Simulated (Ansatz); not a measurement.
# Cr3PdN (Pm-3m): phonons and vibrational spectra, part 2 of 2

Aim: the phonons of Cr3PdN (Pm-3m) at a cell relaxed beforehand at this level. After the zone centre comes a 2×2×2 q mesh on a 12×12×12 k mesh.

Ansatz 0.2.0; DFT PBEsol, scalar-relativistic, plane waves, PAW; PAW set soft_1.

So far. Step 2 (Modes at Γ): Before it was imposed, the acoustic sum rule was missed by 6.3e-5 eV/Å². Small misses are needed for a sound result but don't prove that mesh and cutoff are converged. The lowest optical mode is imaginary, 70.5i cm⁻¹, so the energy falls along it.

### Step 3. Phonons on a q mesh (continued)

The partial phonon density of states has structure finer than the step of the table below, so its rows give means over 20 cm⁻¹, whole bins alone (the curve runs from -80.5 to 721 cm⁻¹). Peaks (cm⁻¹: height): Cr 55.6: 0.0267, 85.8: 0.0323, 156.4: 0.0615, 196.7: 0.0569, 252.1: 0.0194, 332.8: 0.0142, 685.6: 0.0236; N 685.6: 0.146; Pd 191.7: 0.0408.

Phonopy on the run's constants, 15x15x15 mesh, Gaussian sigma 5.7 cm-1. Interpolated from a 2×2×2 q mesh, rough between the solved points. Table of partial phonon density of states by wavenumber; means over each step; values in 1/cm⁻¹/cell:

| wavenumber (cm⁻¹) | Cr | N | Pd |
| --- | --- | --- | --- |
| -60 | 0.00348 | 0 | 2.5e-4 |
| -40 | 0.00571 | 0 | 0.00107 |
| -20 | 0.00335 | 5.0e-6 | 6.2e-4 |
| 0 | 0.00157 | 0 | 5.3e-4 |
| 20 | 0.00431 | 2.8e-5 | 0.00117 |
| 40 | 0.0136 | 2.4e-4 | 0.00352 |
| 60 | 0.0234 | 0.00195 | 0.00645 |
| 80 | 0.0238 | 0.00331 | 0.00675 |
| 100 | 0.0239 | 0.00170 | 0.0109 |
| 120 | 0.0344 | 0.00125 | 0.0179 |
| 140 | 0.0529 | 0.00256 | 0.0187 |
| 160 | 0.0587 | 9.6e-4 | 0.0190 |
| 180 | 0.0494 | 0.00183 | 0.0278 |
| 200 | 0.0480 | 0.00134 | 0.0306 |
| 220 | 0.0179 | 0.00132 | 0.00424 |
| 240 | 0.0133 | 9.1e-4 | 3.8e-4 |
| 260 | 0.0130 | 6.6e-4 | 6.8e-5 |
| 280 | 0.00310 | 3.3e-4 | 5.6e-6 |
| 300 | 0.00505 | 4.8e-4 | 1.0e-5 |
| 320 | 0.0101 | 5.4e-4 | 1.0e-5 |
| 340 | 0.0122 | 5.2e-4 | 1.0e-5 |
| 360 | 0.00755 | 2.2e-4 | 2.8e-6 |
| 380 | 7.3e-4 | 9.5e-6 | 0 |
| 400 | 8.2e-7 | 0 | 0 |
| 420 | 0 | 0 | 0 |
| 440 | 0 | 0 | 0 |
| 460 | 0 | 0 | 0 |
| 480 | 0 | 0 | 0 |
| 500 | 0 | 0 | 0 |
| 520 | 0 | 0 | 0 |
| 540 | 0 | 0 | 0 |
| 560 | 0 | 0 | 0 |
| 580 | 0 | 0 | 0 |
| 600 | 0 | 0 | 0 |
| 620 | 0 | 0 | 0 |
| 640 | 0 | 0 | 0 |
| 660 | 5.5e-4 | 0.00451 | 1.1e-6 |
| 680 | 0.0159 | 0.104 | 3.4e-5 |
| 700 | 0.00371 | 0.0210 | 7.7e-6 |

Symmetry leaves 4 wavevectors to solve. The lowest mode among them, the acoustic zeros apart, lies at Γ and is imaginary, 70.5i cm⁻¹, so the energy falls along it.

### Step 4. Isotope substitution, element N, natural mass 14.007 amu

An isotope changes the mass and not the force constants, so no new electronic calculation is needed; the shifts show which modes move this element.

The same force constants with the mass of N changed from 14.007 to 15.000 u (phonopy, no LO-TO term). Both lists are sorted by frequency; levels can cross, so a row need not hold one and the same mode. Modes under 3 cm⁻¹ are left out. Isotope shifts, by row, the first 40 of 57 rows:

```csv
q,rank,natural mass (cm⁻¹),changed mass (cm⁻¹)
0 0 0,1,-70.53,-70.53
0 0 0,2,-70.53,-70.53
0 0 0,3,-70.53,-70.53
0 0 0,7,71.74,71.26
0 0 0,8,71.74,71.26
0 0 0,9,71.74,71.26
0 0 0,10,197.3,197.3
0 0 0,11,197.3,197.3
0 0 0,12,197.3,197.3
0 0 0,13,690.2,672.6
0 0 0,14,690.2,672.6
0 0 0,15,690.2,672.6
0 0 -0.5,1,55.8,55.36
0 0 -0.5,2,55.8,55.36
0 0 -0.5,3,75.08,75.08
0 0 -0.5,4,75.08,75.08
0 0 -0.5,5,161.9,161.9
0 0 -0.5,6,161.9,161.9
0 0 -0.5,7,164.3,164.3
0 0 -0.5,8,166.7,166.7
0 0 -0.5,9,176.6,176.6
0 0 -0.5,10,176.6,176.6
0 0 -0.5,11,207.1,207.1
0 0 -0.5,12,330.9,330.9
0 0 -0.5,13,678.6,655.8
0 0 -0.5,14,685.1,667.6
0 0 -0.5,15,685.1,667.6
0 -0.5 -0.5,1,-70.22,-70.22
0 -0.5 -0.5,2,57.84,57.24
0 -0.5 -0.5,3,126,126
0 -0.5 -0.5,4,126,126
0 -0.5 -0.5,5,162.4,162.4
0 -0.5 -0.5,6,175.2,175.2
0 -0.5 -0.5,7,181.7,181.7
0 -0.5 -0.5,8,181.7,181.7
0 -0.5 -0.5,9,201.8,201.8
0 -0.5 -0.5,10,201.8,201.8
0 -0.5 -0.5,11,261.1,261.1
0 -0.5 -0.5,12,368,368
0 -0.5 -0.5,13,679.9,663.9
```

A mode of this element alone would shift by -3.37 %. The highest zone-centre frequency without the field goes from 690.2 to 672.6 cm⁻¹ (-2.5 %).

### Step 5. Another isotope, element Pd, natural mass 106.42 amu

The same for Pd, from 106.42 to 109.91 u.

The same force constants with the mass of Pd changed from 106.420 to 109.905 u (phonopy, no LO-TO term). Both lists are sorted by frequency; levels can cross, so a row need not hold one and the same mode. Modes under 3 cm⁻¹ are left out. Isotope shifts, by row, the first 40 of 57 rows:

```
          q  rank  natural mass (cm⁻¹)  changed mass (cm⁻¹)
      0 0 0     1               -70.53               -70.53
      0 0 0     2               -70.53               -70.53
      0 0 0     3               -70.53               -70.53
      0 0 0     7                71.74                71.64
      0 0 0     8                71.74                71.64
      0 0 0     9                71.74                71.64
      0 0 0    10                197.3                195.7
      0 0 0    11                197.3                195.7
      0 0 0    12                197.3                195.7
      0 0 0    13                690.2                690.2
      0 0 0    14                690.2                690.2
      0 0 0    15                690.2                690.2
   0 0 -0.5     1                 55.8                 55.8
   0 0 -0.5     2                 55.8                 55.8
   0 0 -0.5     3                75.08                74.71
   0 0 -0.5     4                75.08                74.71
   0 0 -0.5     5                161.9                161.7
   0 0 -0.5     6                161.9                161.9
   0 0 -0.5     7                164.3                161.9
   0 0 -0.5     8                166.7                166.7
   0 0 -0.5     9                176.6                174.6
   0 0 -0.5    10                176.6                174.6
   0 0 -0.5    11                207.1                207.1
   0 0 -0.5    12                330.9                330.9
   0 0 -0.5    13                678.6                678.6
   0 0 -0.5    14                685.1                685.1
   0 0 -0.5    15                685.1                685.1
0 -0.5 -0.5     1               -70.22               -70.22
0 -0.5 -0.5     2                57.84                57.84
0 -0.5 -0.5     3                  126                124.7
0 -0.5 -0.5     4                  126                124.7
0 -0.5 -0.5     5                162.4                159.8
0 -0.5 -0.5     6                175.2                175.2
0 -0.5 -0.5     7                181.7                181.7
0 -0.5 -0.5     8                181.7                181.7
0 -0.5 -0.5     9                201.8                200.6
0 -0.5 -0.5    10                201.8                200.6
0 -0.5 -0.5    11                261.1                261.1
0 -0.5 -0.5    12                  368                  368
0 -0.5 -0.5    13                679.9                679.9
```

A mode of this element alone would shift by -1.60 %. The highest zone-centre frequency without the field goes from 690.2 to 690.2 cm⁻¹ (+0.0 %).

### Step 6. What came out

| Quantity | Value |
| --- | --- |
| space group (within 0.01 Å) | Pm-3m |
| volume per atom | 10.9 Å³ |
| electronic character | no gap on this mesh |
| highest optical mode at the zone centre (no LO-TO term) | 690 cm⁻¹ |
| lowest optical zone-centre mode | -70.5 cm⁻¹ |
| lowest mode on the q mesh (acoustic modes at Γ apart) | -70.5 cm⁻¹ |
| highest frequency on the path or at a solved wavevector | 690 cm⁻¹ |
| imaginary modes on the 2×2×2 q mesh | yes |

Modes are clearly imaginary (beyond 10i cm⁻¹) at 3 of the 4 irreducible wavevectors, most at Γ (70.5i cm⁻¹), so this structure is not a minimum of the energy. The optical modes at Γ span -71 to 690 cm⁻¹ (negative means imaginary). The highest mode in this list at Γ, 690.2 cm⁻¹, is mostly motion of N (76 % of the kinetic energy). The q mesh stands for a supercell only 7.6 Å across, so branches between the solved wavevectors are rough. With no gap, or one that is small against the smearing, the frequencies hang on the k mesh and the smearing, most of all near Kohn anomalies. The phonon runs are without spin polarisation, although the cell has an odd electron count. The PAW files were made for PBE and serve the other functionals too. These are harmonic frequencies at zero temperature: anharmonic shifts, linewidths and thermal expansion are left out.

[Logs are printed without paths, hosts, clocks, repeated set-up lines and the standing remarks that a program may print on its own settings, such as how far it seeks lower states.]

[Hosts, paths, dates, database ids (printed as entryN), source tags and the programs' standing remarks are cut or masked in the printed files.]
